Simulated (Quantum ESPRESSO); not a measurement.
## Pb (Fm-3m): coupling and resistivity with EPW

Wanted: λ, Tc and ρ(T) of Pb (Fm-3m) from Quantum ESPRESSO and EPW.

Calculated with Quantum ESPRESSO 7.5; DFT LDA, scalar-relativistic, plane waves, PseudoDojo 0.4.1 norm-conserving pseudopotentials.

**Measured values to reproduce.**

For Pb (bulk crystal), “CRC Handbook of Chemistry and Physics, 84th edition, Electrical Resistivity of Pure Metals” (2003, CRC Press, section 12, read from Wikipedia's data page) quotes earlier work: resistivity at 300 K 21.3 μΩ cm; resistivity at 500 K 38.3 μΩ cm.

For Pb (bulk crystal), “Introduction to Solid State Physics” (2005, C. Kittel, read from Wikipedia's page on electronic specific heat) quotes earlier work: Sommerfeld coefficient γ (electronic heat capacity coefficient) 2.98 mJ/(mol K²).

“List of superconductors” (2026, Wikipedia's table of superconducting elements, as read in December) quotes from earlier work for Pb (bulk crystal): superconducting transition temperature (bulk, normal pressure) 7.19 K.

This is a report of a sequence of runs, with most program output left out.

### Step 1. Starting point

Symmetry: Fm-3m, No. 225, cubic system. Conventional cell: a = 4.950 Å, b = 4.950 Å, c = 4.950 Å, α = 90.00°, β = 90.00°, γ = 90.00°. Nearest to Pb lie 12 Pb at 3.50 Å.

### Step 2. Relaxation

The cell is relaxed under the functional used for all that follows.

Contents of relax.in:

```
 &control
    calculation='vc-relax',
    prefix='x',
    outdir='./tmp',
    pseudo_dir='./pseudo',
    tprnfor=.true.,
    tstress=.true.,
    etot_conv_thr=1.0d-05,
    forc_conv_thr=4.0d-04,
 /
 &system
    ibrav=0,
    nat=1,
    ntyp=1,
    ecutwfc=56.0,
    occupations='smearing',
    smearing='mv',
    degauss=0.02,
 /
 &electrons
    conv_thr=1.0d-11,
 /
 &ions
 /
 &cell
    press_conv_thr=0.4,
 /
ATOMIC_SPECIES
 Pb    207.2000  Pb.upf
CELL_PARAMETERS angstrom
     0.000000000    2.475020000    2.475020000
     2.475020000    0.000000000    2.475020000
     2.475020000    2.475020000    0.000000000
ATOMIC_POSITIONS crystal
 Pb     0.000000000   0.000000000   0.000000000
K_POINTS automatic
 18 18 18 0 0 0
```

On the command line:

```
> OMP_NUM_THREADS=1 mpirun -n 16 pw.x -nk 16 -in relax.in > relax.out
```

Wall time 10 s (16 MPI ranks of Arm Neoverse V2, shared host).

This step gave:

```
free energy     : -1911.9184 eV
pressure        : 0.004 GPa
volume per atom : 29.06 Å³/atom
```

The volume ends at 29.06 Å³ an atom, -4.2 % from the start.

### Step 3. Ground state

Linear response needs a tightly converged ground state.

Contents of scf.in:

```
 &control
    calculation='scf',
    prefix='x',
    outdir='./tmp',
    pseudo_dir='./pseudo',
    tprnfor=.true.,
    tstress=.true.,
 /
 &system
    ibrav=0,
    nat=1,
    ntyp=1,
    ecutwfc=56.0,
    occupations='smearing',
    smearing='mv',
    degauss=0.02,
 /
 &electrons
    conv_thr=1.0d-12,
 /
ATOMIC_SPECIES
 Pb    207.2000  Pb.upf
CELL_PARAMETERS angstrom
     0.000000000    2.440089300    2.440089300
     2.440089300    0.000000000    2.440089300
     2.440089300    2.440089300    0.000000000
ATOMIC_POSITIONS crystal
 Pb     0.000000000   0.000000000   0.000000000
K_POINTS automatic
 18 18 18 0 0 0
```

On the command line:

```
> OMP_NUM_THREADS=1 mpirun -n 16 pw.x -nk 16 -in scf.in > scf.out
```

Elapsed: 2.7 s, on 16 MPI ranks.

This step gave:

```
Fermi energy : 11.77 eV
```

The Fermi level lies at 11.77 eV and the pressure is 0.004 GPa.

### Step 4. Phonons on the coarse mesh

ph.x gives the dynamical matrices and the changes of the potential on a coarse q mesh, which EPW interpolates.

Contents of ph.in:

```
phonons
 &inputph
    prefix='x',
    outdir='./tmp',
    tr2_ph=1.0d-14,
    fildyn='x.dyn',
    fildvscf='dvscf',
    ldisp=.true.,
    nq1=6,
    nq2=6,
    nq3=6,
    alpha_mix(1)=0.5,
    amass(1)=207.2,
 /
```

On the command line:

```
> OMP_NUM_THREADS=1 mpirun -n 16 ph.x -nk 16 -in ph.in > ph.out
```

Wall time 33 min (16 MPI ranks).

This step gave:

| Property | Result |
| --- | --- |
| lowest frequency off the zone centre | 17.31 cm⁻¹ |
| largest magnitude of the acoustic modes at the zone centre, before the sum rule | 2.729 cm⁻¹ |

Frequencies at the irreducible wavevectors:

| q1 | q2 | q3 | star | mode 1 (cm⁻¹) | mode 2 (cm⁻¹) | mode 3 (cm⁻¹) |
| --- | --- | --- | --- | --- | --- | --- |
| 0 | 0 | 0 | 1 | 2.7 | 2.7 | 2.7 |
| 0 | 0 | 0.1667 | 8 | 17.3 | 17.3 | 46.3 |
| 0 | 0 | 0.3333 | 8 | 29 | 29 | 67.9 |
| 0 | 0 | -0.5 | 4 | 34.8 | 34.8 | 79.7 |
| 0 | 0.1667 | 0.1667 | 6 | 27.2 | 27.2 | 47.3 |
| 0 | 0.1667 | 0.3333 | 24 | 32.7 | 37.3 | 64 |
| 0 | 0.1667 | -0.5 | 24 | 35.9 | 46.4 | 74.2 |
| 0 | 0.1667 | -0.3333 | 24 | 35.9 | 46.1 | 72.7 |
| 0 | 0.1667 | -0.1667 | 12 | 24.2 | 38.9 | 57.5 |
| 0 | 0.3333 | 0.3333 | 6 | 41 | 41 | 76.2 |
| 0 | 0.3333 | -0.5 | 24 | 42.7 | 48.9 | 73.5 |
| 0 | 0.3333 | -0.3333 | 12 | 46.6 | 68.2 | 69.3 |
| 0 | -0.5 | -0.5 | 3 | 38.6 | 38.6 | 69.7 |
| 0.1667 | 0.3333 | -0.5 | 24 | 40.3 | 51.1 | 70.3 |
| 0.1667 | 0.3333 | -0.3333 | 24 | 44.3 | 62.2 | 70.2 |
| 0.1667 | -0.5 | -0.3333 | 12 | 44.6 | 52.1 | 72.9 |

The lowest mode off the zone centre lies at 17.3 cm⁻¹ and the highest of all solved modes at 79.7 cm⁻¹, so the solved wavevectors are stable. The acoustic modes at the centre lie within 2.7 cm⁻¹ of zero before the sum rule is imposed.

### Step 5. Bands for the check

Bands on a path serve later as the test of the Wannier interpolation; inside the frozen window, points that lie on the coarse mesh match by construction, and those between them test it.

Contents of bands.in:

```
 &control
    calculation='bands',
    prefix='x',
    outdir='./tmp',
    pseudo_dir='./pseudo',
    verbosity='high',
 /
 &system
    ibrav=0,
    nat=1,
    ntyp=1,
    ecutwfc=56.0,
    occupations='smearing',
    smearing='mv',
    degauss=0.02,
    nbnd=21,
 /
 &electrons
    conv_thr=1.0d-10,
 /
ATOMIC_SPECIES
 Pb    207.2000  Pb.upf
CELL_PARAMETERS angstrom
     0.000000000    2.440089300    2.440089300
     2.440089300    0.000000000    2.440089300
     2.440089300    2.440089300    0.000000000
ATOMIC_POSITIONS crystal
 Pb     0.000000000   0.000000000   0.000000000
K_POINTS crystal
36
 0.37500000 0.37500000 0.75000000 0.02777778
 0.34375000 0.34375000 0.68750000 0.02777778
 0.31250000 0.31250000 0.62500000 0.02777778
 0.28125000 0.28125000 0.56250000 0.02777778
[the list of k-points goes on]
```

On the command line:

```
> OMP_NUM_THREADS=1 mpirun -n 16 pw.x -nk 16 -in bands.in > bands.out
```

Wall time 1.5 s (16 MPI ranks); 22 s of CPU time.

### Step 6. States on the coarse mesh

Wannier functions need the states on a full uniform k mesh, and the couplings need it to be a multiple of the q mesh.

Contents of nscf.in:

```
 &control
    calculation='nscf',
    prefix='x',
    outdir='./tmp',
    pseudo_dir='./pseudo',
    verbosity='high',
 /
 &system
    ibrav=0,
    nat=1,
    ntyp=1,
    ecutwfc=56.0,
    occupations='smearing',
    smearing='mv',
    degauss=0.02,
    nbnd=21,
 /
 &electrons
    conv_thr=1.0d-11,
 /
ATOMIC_SPECIES
 Pb    207.2000  Pb.upf
CELL_PARAMETERS angstrom
     0.000000000    2.440089300    2.440089300
     2.440089300    0.000000000    2.440089300
     2.440089300    2.440089300    0.000000000
ATOMIC_POSITIONS crystal
 Pb     0.000000000   0.000000000   0.000000000
K_POINTS crystal
1728
 0.00000000 0.00000000 0.00000000 0.00057870
 0.00000000 0.00000000 0.08333333 0.00057870
 0.00000000 0.00000000 0.16666667 0.00057870
 0.00000000 0.00000000 0.25000000 0.00057870
[the list of k-points goes on]
```

On the command line:

```
> OMP_NUM_THREADS=1 mpirun -n 16 pw.x -nk 16 -in nscf.in > nscf.out
```

It took 30 s on 16 MPI ranks; 7.9 min of CPU time.

### Step 7. Wannier functions and couplings

Projections Pb s, p start 4 Wannier functions; states up to 5.0 eV over the Fermi level are frozen. Hamiltonian, force constants and couplings go to real space.

Contents of epw1.in:

```
--
 &inputepw
    prefix='x',
    outdir='./tmp',
    dvscf_dir='./save',
    elph=.true.,
    etf_mem=1,
    nbndsub=4,
    bands_skipped='exclude_bands = 1-5',
    use_ws=.true.,
    vme='wannier',
    asr_typ='crystal',
    nk1=12,
    nk2=12,
    nk3=12,
    nq1=6,
    nq2=6,
    nq3=6,
    amass(1)=207.2,
    epwwrite=.true.,
    epwread=.false.,
    wannierize=.true.,
    num_iter=300,
    dis_win_max=37.79,
    dis_froz_max=16.766,
    proj(1)='Pb:s;p',
    wdata(1)='dis_num_iter = 600',
    wdata(2)='guiding_centres = .true.',
    wdata(3)='num_print_cycles = 50',
    wdata(4)='dis_mix_ratio = 0.7',
    band_plot=.true.,
    filkf='path.dat',
    filqf='path.dat',
    fsthick=100.0,
    efermi_read=.true.,
    fermi_energy=11.7658,
 /
```

On the command line:

```
> OMP_NUM_THREADS=1 mpirun -n 16 epw.x -nk 16 -in epw1.in > epw1.out
```

Elapsed: 12 min, on 16 MPI ranks; 3.1 h of CPU time.

This step gave:

```
r.m.s. error of the interpolated bands from 2 eV under to 1 eV over the Fermi level : 8.3 meV
largest error in that range                                                         : 16 meV
spreads of the Wannier functions                                                    : 1.671, 3.626, 3.626, 3.626 Å²
lowest interpolated frequency on the path                                           : 0 cm⁻¹
```

The electronic bands at the labelled points (eV, zero at the Fermi level; # counts the bands kept):

| point | #1 | #2 | #3 | #4 | #5 |
| --- | --- | --- | --- | --- | --- |
| K | -6.91 | -2.46 | -1.35 | 3.00 | 6.66 |
| halfway | -10.29 | 0.62 | 2.33 | 6.89 | 9.87 |
| Γ | -12.15 | 7.63 | 7.63 | 7.63 | 10.17 |
| halfway | -10.90 | 0.75 | 6.54 | 6.54 | 9.32 |
| L | -8.31 | -4.46 | 5.71 | 5.71 | 9.57 |
| halfway | -7.70 | -3.50 | 1.40 | 3.32 | 9.03 |
| W | -6.71 | -1.51 | -1.51 | 0.20 | 11.17 |
| 0.40 of the way | -6.74 | -2.75 | 0.13 | 0.67 | 8.55 |
| X | -6.81 | -3.50 | 2.03 | 2.03 | 5.54 |

The same for Wannier interpolation:

| point | #1 | #2 | #3 | #4 |
| --- | --- | --- | --- | --- |
| K | -6.91 | -2.44 | -1.34 | 3.01 |
| Γ | -12.15 | 7.72 | 7.72 | 7.72 |
| L | -8.31 | -4.46 | 5.73 | 5.73 |
| W | -6.71 | -1.51 | -1.51 | 0.20 |
| X | -6.81 | -3.50 | 2.03 | 2.03 |

Phonon branches along the path, in cm⁻¹:

| point | branch 1 | branch 2 | branch 3 |
| --- | --- | --- | --- |
| K | 46 | 59 | 73 |
| halfway | 27 | 43 | 60 |
| Γ | 0 | 0 | 0 |
| halfway | 24 | 24 | 59 |
| L | 35 | 35 | 80 |
| halfway | 38 | 55 | 74 |
| W | 54 | 62 | 62 |
| 0.40 of the way | 42 | 51 | 74 |
| X | 38 | 38 | 70 |

Near the Fermi level the interpolated bands miss those of pw.x by 8 meV r.m.s. and 16 meV at most, each level matched to the nearest interpolated one; the r.m.s. value is under the 60 meV set for going on.

### Step 8. Coupling and Tc: fine k 20×20×20, q 10×10×10, width 0.15 eV, window 0.61 eV

The couplings are interpolated to a fine mesh near the Fermi level; their sum gives α²F and λ, and the linearised gap equation gives Tc.

Contents of a2f-1.in:

```
--
 &inputepw
    prefix='x',
    outdir='./tmp',
    dvscf_dir='./save',
    elph=.true.,
    etf_mem=1,
    nbndsub=4,
    bands_skipped='exclude_bands = 1-5',
    use_ws=.true.,
    vme='wannier',
    asr_typ='crystal',
    nk1=12,
    nk2=12,
    nk3=12,
    nq1=6,
    nq2=6,
    nq3=6,
    amass(1)=207.2,
    epwwrite=.false.,
    epwread=.true.,
    wannierize=.false.,
    nkf1=20,
    nkf2=20,
    nkf3=20,
    nqf1=10,
    nqf2=10,
    nqf3=10,
    mp_mesh_k=.true.,
    ephwrite=.true.,
    eliashberg=.true.,
    liso=.true.,
    limag=.true.,
    tc_linear=.true.,
    tc_linear_solver='lapack',
    fsthick=0.61,
    degaussw=0.15,
    degaussq=0.5,
    nqstep=500,
    muc=0.13,
    wscut=0.3,
    nsiter=500,
    nstemp=7,
    temps=0.5 1.0 2.0 4.0 8.0 16.0 32.0,
 /
```

On the command line:

```
> OMP_NUM_THREADS=1 mpirun -n 16 epw.x -nk 16 -in a2f-1.in > a2f-1.out
```

Run time: 60 s. Hardware: 16 MPI ranks; 16 min of CPU time.

This step gave:

```
coupling constant λ                  : 1.119
log mean phonon energy ħω_log        : 5.314 meV
density of states at the Fermi level : 0.2770 states/eV a spin and cell
Fermi level on the fine mesh         : 11.76 eV
```

The a2F by phonon energy; read off at these points:

phonon energy (meV), a2F and a bar:
```
     0.50      0.001 
     1.00      0.009 
     1.50      0.015 
     2.00      0.022 #
     2.50      0.084 ###
     3.00      0.133 #####
     3.50      0.240 ########
     4.00      0.445 ################
     4.50      0.623 ######################
     4.62      0.633 ######################
     5.00      0.625 ######################
     5.50      0.550 ####################
     6.00      0.431 ###############
     6.50      0.459 ################
     7.00      0.282 ##########
     7.50      0.278 ##########
     8.00      0.346 ############
     8.50      0.634 #######################
     8.88      0.844 ##############################
     9.00      0.818 #############################
     9.50      0.362 #############
    10.00      0.056 ##
    10.50      0.003
```

Tc lies where the eigenvalue is 1; mu* = 0.13. Eigenvalue against temperature:

| T (K) | largest eigenvalue of the linearised gap equation |
| --- | --- |
| 0.5 | 3.254 |
| 1 | 2.592 |
| 2 | 1.939 |
| 4 | 1.303 |
| 8 | 0.7083 |
| 16 | 0.2625 |
| 32 | 0.06192 |

λ = 1.12 and ħω_log = 5.31 meV. The eigenvalue passes 1 near 5.7 K.

### Step 9. Resistivity: fine k 24×24×24, q 12×12×12, adaptive width, window 0.32 eV

The Boltzmann equation is solved by iteration on a fine mesh; only states within the window around the Fermi level enter.

Contents of bte-1.in:

```
--
 &inputepw
    prefix='x',
    outdir='./tmp',
    dvscf_dir='./save',
    elph=.true.,
    etf_mem=1,
    nbndsub=4,
    bands_skipped='exclude_bands = 1-5',
    use_ws=.true.,
    vme='wannier',
    asr_typ='crystal',
    nk1=12,
    nk2=12,
    nk3=12,
    nq1=6,
    nq2=6,
    nq3=6,
    amass(1)=207.2,
    epwwrite=.false.,
    epwread=.true.,
    wannierize=.false.,
    nkf1=24,
    nkf2=24,
    nkf3=24,
    nqf1=12,
    nqf2=12,
    nqf3=12,
    mp_mesh_k=.true.,
    scattering=.true.,
    iterative_bte=.true.,
    epmatkqread=.false.,
    assume_metal=.true.,
    int_mob=.false.,
    carrier=.false.,
    ngaussw=-99,
    mob_maxiter=200,
    broyden_beta=0.7,
    fsthick=0.32,
    degaussw=0.0,
    nstemp=6,
    temps=150 200 273 300 400 500,
    restart=.false.,
    selecqread=.false.,
 /
```

On the command line:

```
> OMP_NUM_THREADS=1 mpirun -n 16 epw.x -nk 16 -in bte-1.in > bte-1.out
```

It took 65 s on 16 MPI ranks; 17 min of CPU time.

Numbers from this step:

```yaml
iterations: 28
resistivity_at_300_k: 9.133 μΩ cm
```

Resistivity, by row:

| T (K) | rho_xx (μΩ cm) | rho_yy | rho_zz | relaxation-time approximation, mean of the axes (μΩ cm) |
| --- | --- | --- | --- | --- |
| 150 | 4.627 | 4.627 | 4.627 | 5.39 |
| 200 | 6.115 | 6.115 | 6.115 | 7.14 |
| 273 | 8.315 | 8.315 | 8.315 | 9.736 |
| 300 | 9.133 | 9.133 | 9.133 | 10.7 |
| 400 | 12.19 | 12.19 | 12.19 | 14.28 |
| 500 | 15.3 | 15.3 | 15.3 | 17.91 |

ρ(300 K) = 9.13 μΩ cm; the relaxation-time start gave 10.7. One mesh does not show convergence. The largest adaptive width printed is 0.61 eV, against a window of 0.32 eV outside which no state is counted.

### Step 10. Coupling and Tc, input with a fault, fine q mesh 10×10×10, fine mesh 10×10×10

Another input is tried.

Contents of bad.in:

```
--
 &inputepw
    prefix='x',
    outdir='./tmp',
    dvscf_dir='./save',
    elph=.true.,
    etf_mem=1,
    nbndsub=4,
    bands_skipped='exclude_bands = 1-5',
    use_ws=.true.,
    vme='wannier',
    asr_typ='crystal',
    nk1=12,
    nk2=12,
    nk3=12,
    nq1=6,
    nq2=6,
    nq3=6,
    amass(1)=207.2,
    epwwrite=.false.,
    epwread=.true.,
    wannierize=.false.,
    nkf1=10,
    nkf2=10,
    nkf3=10,
    nqf1=10,
    nqf2=10,
    nqf3=10,
    mp_mesh_k=.true.,
    ephwrite=.true.,
    eliashberg=.true.,
    liso=.true.,
    limag=.true.,
    tc_linear=.true.,
    tc_linear_solver='lapack',
    fsthick=0.4,
    degaussw=0.01,
    degaussq=0.5,
    nqstep=500,
    muc=0.13,
    wscut=0.3,
    nsiter=500,
    nstemp=7,
    temps=0.5 1.0 2.0 4.0 8.0 16.0 32.0,
 /
```

On the command line:

```
> OMP_NUM_THREADS=1 mpirun -n 16 epw.x -nk 16 -in bad.in > bad.out
```

Wall time 46 s (16 MPI ranks); 12 min of CPU time.

Numbers from this step:

* coupling constant λ: 8.083
* log mean phonon energy ħω_log: 6.336 meV
* density of states at the Fermi level: 4.058 states/eV a spin and cell
* Fermi level on the fine mesh: 11.78 eV

This input has a delta width far below the mesh spacing, and its λ = 8.08 is no result.

### Step 11. Resistivity: fine k 32×32×32, q 16×16×16, adaptive width, window 0.32 eV

At these temperatures only states within a few k_B T of the Fermi level carry current, so the mesh must be dense; it is refined.

Contents of bte-2.in:

```
--
 &inputepw
    prefix='x',
    outdir='./tmp',
    dvscf_dir='./save',
    elph=.true.,
    etf_mem=1,
    nbndsub=4,
    bands_skipped='exclude_bands = 1-5',
    use_ws=.true.,
    vme='wannier',
    asr_typ='crystal',
    nk1=12,
    nk2=12,
    nk3=12,
    nq1=6,
    nq2=6,
    nq3=6,
    amass(1)=207.2,
    epwwrite=.false.,
    epwread=.true.,
    wannierize=.false.,
    nkf1=32,
    nkf2=32,
    nkf3=32,
    nqf1=16,
    nqf2=16,
    nqf3=16,
    mp_mesh_k=.true.,
    scattering=.true.,
    iterative_bte=.true.,
    epmatkqread=.false.,
    assume_metal=.true.,
    int_mob=.false.,
    carrier=.false.,
    ngaussw=-99,
    mob_maxiter=200,
    broyden_beta=0.7,
    fsthick=0.32,
    degaussw=0.0,
    nstemp=6,
    temps=150 200 273 300 400 500,
    restart=.false.,
    selecqread=.false.,
 /
```

On the command line:

```
> OMP_NUM_THREADS=1 mpirun -n 16 epw.x -nk 16 -in bte-2.in > bte-2.out
```

Wall time 2.8 min (16 MPI ranks).

This step gave:

```
resistivity at 300 K : 9.385 μΩ cm
```

(Continued in part 2 of 2.)

[The logs of pw.x and epw.x are selected lines.]

[Logs are printed without paths, hosts, clocks, repeated set-up lines and the standing remarks that a program may print on its own settings, such as how far it seeks lower states.]

[Hosts, paths, dates, database ids (printed as entryN), source tags and the programs' standing remarks are cut or masked in the printed files.]
